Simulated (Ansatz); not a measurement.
In doubt: masses and optical values from hybrid runs of this build are listed as unsure, which bears on the screening that GW takes from such a start.

Rows from a G0W0 calculation on BaTiO3 (R3m) (Ansatz 0.2.0; G0W0 on HSE06, plane waves, PAW; PAW set soft_1; 4×4×4 mesh, 145 empty bands, screening to 100 eV, PAW set soft_1 files), in eV. Spin-orbit coupling is left out.

```tsv
row	Σx	Σc	Vxc	Z
A	-25.90	4.44	-21.87	0.77
B	-14.20	-6.73	-21.84	0.74
C	-14.09	-6.66	-21.64	0.74
D	-12.31	-5.59	-18.76	0.78
E	-25.97	4.06	-22.30	0.78
F	-25.92	4.45	-21.89	0.77
```

**Question.** Which rows are filled states and which are empty ones, and how can one tell?

Filled: A, E and F. Empty: B, C and D. The sign of Σc tells: for a filled state bare exchange, which holds its interaction with itself, lies below Vxc (Σx − Vxc is -3.7 eV or lower here) and screening gives part back as a positive Σc. For an empty state Σx lies above Vxc (+6.4 eV or more) and the Coulomb hole leaves Σc negative.

[Paths, hosts, dates, memory and timing lines, banners, echoed tables and standing remarks are left out of the program output.]

[Logs are printed without paths, hosts, clocks, repeated set-up lines and the standing remarks that a program may print on its own settings, such as how far it seeks lower states.]

[Runs of the session that timed out or met a known fault of the program may be left out.]

[Cells called generated may have been cut or substituted from an entry of the Crystallography Open Database or the Materials Project.]

[Hosts, paths, dates, database ids (printed as entryN), source tags and the programs' standing remarks are cut or masked in the printed files.]
